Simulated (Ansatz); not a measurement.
# 3-layer 1T-HfS2 (AB) in a perpendicular field, part 2 of 2

What dipole does a perpendicular field induce in the 3-layer 1T-HfS2 (AB), and does the gap follow? A positive field points along +c.

Ansatz 0.2.0; plane-wave DFT, PBE-D3(BJ), Ansatz PAW.

So far, gap along the path (eV): step 3 (single point, field 0, start network) 1.01; step 8 (field 0.2 V/Å) 0.652; step 9 (field -0.2 V/Å) 0.676; step 10 (field 0.3 V/Å) 0.425; step 11 (field -0.3 V/Å) 0.443.

### Step 12. Atoms held, field 0.4 V/Å

input.yaml

```yaml
crystal:
  lattice:
    - [3.6126211998, 0.0, 0.0]
    - [-1.8063105999, 3.1286217333, 0.0]
    - [0.0, 0.0, 33.1498859636]
  atoms:
    - { symbol: S, position: [0.6666666667, 0.3333333333, 0.2714941466] }
    - { symbol: Hf, position: [0.0, 0.0, 0.3154554851] }
    - { symbol: S, position: [0.3333333333, 0.6666666667, 0.3593081007] }
    - { symbol: S, position: [0.0, 0.0, 0.4502042755] }
    - { symbol: Hf, position: [0.3333333333, 0.6666666667, 0.4940520816] }
    - { symbol: S, position: [0.6666666667, 0.3333333333, 0.537875587] }
    - { symbol: S, position: [0.6666666667, 0.3333333333, 0.640679042] }
    - { symbol: Hf, position: [0.0, 0.0, 0.6845252005] }
    - { symbol: S, position: [0.3333333333, 0.6666666667, 0.7285058534] }
kpoints:
  mp_grid: { grid: [18, 18, 1] }
  band_path:
    path: [[0, 0, 0], [0.5, 0, 0], [0.33333333, 0.33333333, 0], [0, 0, 0]]
    npoints: 16
hamiltonian:
  xc: pbe
  dispersion: d3bj
scf:
  occupations: { method: fermi_dirac, width: 0.02585 }
  convergence: { dr2_threshold: 1.0e-10 }
efield:
  axis: 3
  dipole_correction: true
  ramp_position: 0.9321
  ramp_width: 0.1357
  amplitude: 0.4
output:
  write_potential: true
  write_density: true
  volumetric_format: npy
```

On the command line:

```bash
> ansatz run input.yaml --threads 4 --pin off --max-ram 8192MiB --backend cpu --events-out ev --progress --plain --runs-dir out
```

It took 70 s on 4 threads of Arm Neoverse V1, shared host; peak memory 1.4 GiB; 4.6 min of CPU time.

The dipole is 0.364 e·Å, and the gap 0.207 eV.

### Step 13. Single point, field -0.4 V/Å

Edit input.yaml of step 12 so:

```diff
@@ -31,3 +31,3 @@
   ramp_width: 0.1357
-  amplitude: 0.4
+  amplitude: -0.4
 output:
```

The job ended after 71 s (4 threads; peak memory 1.4 GiB; 4.6 min of CPU time).

The dipole is -0.363 e·Å, and the gap 0.218 eV.

### Step 14. Response, atoms held

This step: plane-wave DFT, PBE-D3(BJ), Ansatz PAW; response to a field along the normal, atoms held (Ansatz 0.2.0).

The dipoles give the slope, and the difference of two potentials shows where the field is screened.

Numbers from this step:

```yaml
equivalent_conductor_thickness_p_eps_0ae: 14.49 Å
distance_between_the_outer_atoms: 15.15 Å
```

Table of dipole of the cell by applied field:

| applied field (V/Å) | dipole of the cell (e·Å) |
| --- | --- |
| -0.400 | -0.363 |
| -0.300 | -0.272 |
| -0.200 | -0.181 |
| -0.100 | -0.0904 |
| -0.050 | -0.0452 |
| 0.000 | 6.8e-5 |
| 0.050 | 0.0453 |
| 0.100 | 0.0906 |
| 0.200 | 0.181 |
| 0.300 | 0.272 |
| 0.400 | 0.364 |

Local field over the applied field, running mean. From the potentials at -0.05 and 0.05 V/Å; running mean over 2.8 Å. Local field over applied field against z:

| z (Å) | local field over applied field |
| --- | --- |
| 4.5 | 0.999 |
| 5.0 | 0.997 |
| 5.5 | 0.991 |
| 6.0 | 0.972 |
| 6.5 | 0.924 |
| 7.0 | 0.823 |
| 7.5 | 0.676 |
| 8.0 | 0.514 |
| 8.5 | 0.353 |
| 9.0 | 0.217 |
| 9.5 | 0.121 |
| 10.0 | 0.0747 |
| 10.5 | 0.0640 |
| 11.0 | 0.0758 |
| 11.5 | 0.122 |
| 12.0 | 0.198 |
| 12.5 | 0.279 |
| 13.0 | 0.330 |
| 13.5 | 0.340 |
| 14.0 | 0.319 |
| 14.5 | 0.254 |
| 15.0 | 0.169 |
| 15.5 | 0.0980 |
| 16.0 | 0.0627 |
| 16.5 | 0.0563 |
| 17.0 | 0.0694 |
| 17.5 | 0.117 |
| 18.0 | 0.200 |
| 18.5 | 0.298 |
| 19.0 | 0.373 |
| 19.5 | 0.397 |
| 20.0 | 0.379 |
| 20.5 | 0.311 |
| 21.0 | 0.215 |
| 21.5 | 0.129 |
| 22.0 | 0.0761 |
| 22.5 | 0.0598 |
| 23.0 | 0.0654 |
| 23.5 | 0.1000 |
| 24.0 | 0.183 |
| 24.5 | 0.309 |
| 25.0 | 0.465 |
| 25.5 | 0.628 |
| 26.0 | 0.782 |
| 26.5 | 0.900 |
| 27.0 | 0.962 |
| 27.5 | 0.987 |
| 28.0 | 0.996 |
| 28.5 | 0.999 |

The induced electron density oscillates, so the rows of the table below give means over 1 Å (shorter at the two ends). Its distinct maxima (Å: e/Å³ per V/Å): 8.1: 0.00380, 10.9: 5.7e-4, 14.1: 0.00292, 16.8: 4.7e-4, 20.5: 0.00304, 23.1: 6.2e-4. Distinct minima: 10.0: -6.0e-4, 12.7: -0.00293, 15.9: -5.6e-4, 18.7: -0.00305, 22.2: -5.1e-4, 25.0: -0.00380.

Electrons, planar mean, per unit field. Induced electron density against z; means over each step:

z (Å), induced electron density (e/Å³ per V/Å) and a bar from the least value:
```
        5    0.00001 ###############
        6    0.00012 ###############
        7    0.00097 ####################
        8    0.00320 ##############################
        9    0.00097 ####################
       10   -0.00027 ##############
       11    0.00026 ################
       12   -0.00106 ##########
       13   -0.00178 #######
       14    0.00216 #########################
       15    0.00072 ##################
       16   -0.00021 ##############
       17    0.00016 ################
       18   -0.00109 ##########
       19   -0.00202 #####
       20    0.00183 ########################
       21    0.00127 #####################
       22   -0.00014 ##############
       23    0.00020 ################
       24   -0.00067 ############
       25   -0.00318 
       26   -0.00127 #########
       27   -0.00017 ##############
       28   -0.00002 ###############
```

The smaller of the gaps on the path and on the k-mesh, counted as 0 under 0.03 eV. Gap against applied field:

| applied field (V/Å) | gap (eV) |
| --- | --- |
| -0.400 | 0.218 |
| -0.300 | 0.443 |
| -0.200 | 0.676 |
| -0.100 | 0.889 |
| -0.050 | 0.969 |
| 0.000 | 1.01 |
| 0.050 | 0.957 |
| 0.100 | 0.864 |
| 0.200 | 0.651 |
| 0.300 | 0.425 |
| 0.400 | 0.207 |

By hand: between -0.05 and 0.05 V/Å the dipole changes by 0.09048 e·Å, a slope of 0.9048 e·Å²/V. A perfect conductor of thickness t has p = ε₀AEt, so t = 180.95 × 0.9048 / 11.303 = 14.49 Å (e/ε₀ = 180.95 V·Å, A in Å²).

The induced dipole is that of a conductor 14.49 Å thick.

### Step 15. What came out

```json
{"gap without field": "1.01 eV", "ionisation energy, upper face": "6.31 eV", "electron affinity, upper face": "5.30 eV", "equivalent conductor thickness, atoms held": "14.5 Å"}
```

The induced dipole equals that of a perfect conductor 14.49 Å thick, while the outer atoms lie 15.15 Å apart; an out-of-plane ε follows only once a thickness t is chosen, by 1 − 1/ε = 14.49 Å / t. The gap goes from 1.01 eV to 0.22 eV at -0.4 V/Å. With the field reversed it is 0.21 eV at 0.4 V/Å. Semilocal functionals give gaps that are too small, and excitons are not included. Spin-orbit coupling is left out, which matters for the bands of elements this heavy.

[Long decimals in the printed logs are rounded to 6 places.]

[Logs are printed without paths, hosts, clocks, repeated set-up lines and the standing remarks that a program may print on its own settings, such as how far it seeks lower states.]

[Hosts, paths, dates, database ids (printed as entryN), source tags and the programs' standing remarks are cut or masked in the printed files.]

[Maps of the electrostatic potential energy from Ansatz leave out the sawtooth potential of an applied field or a dipole correction, so their vacuum need not be flat; planar profiles and work functions include it.]
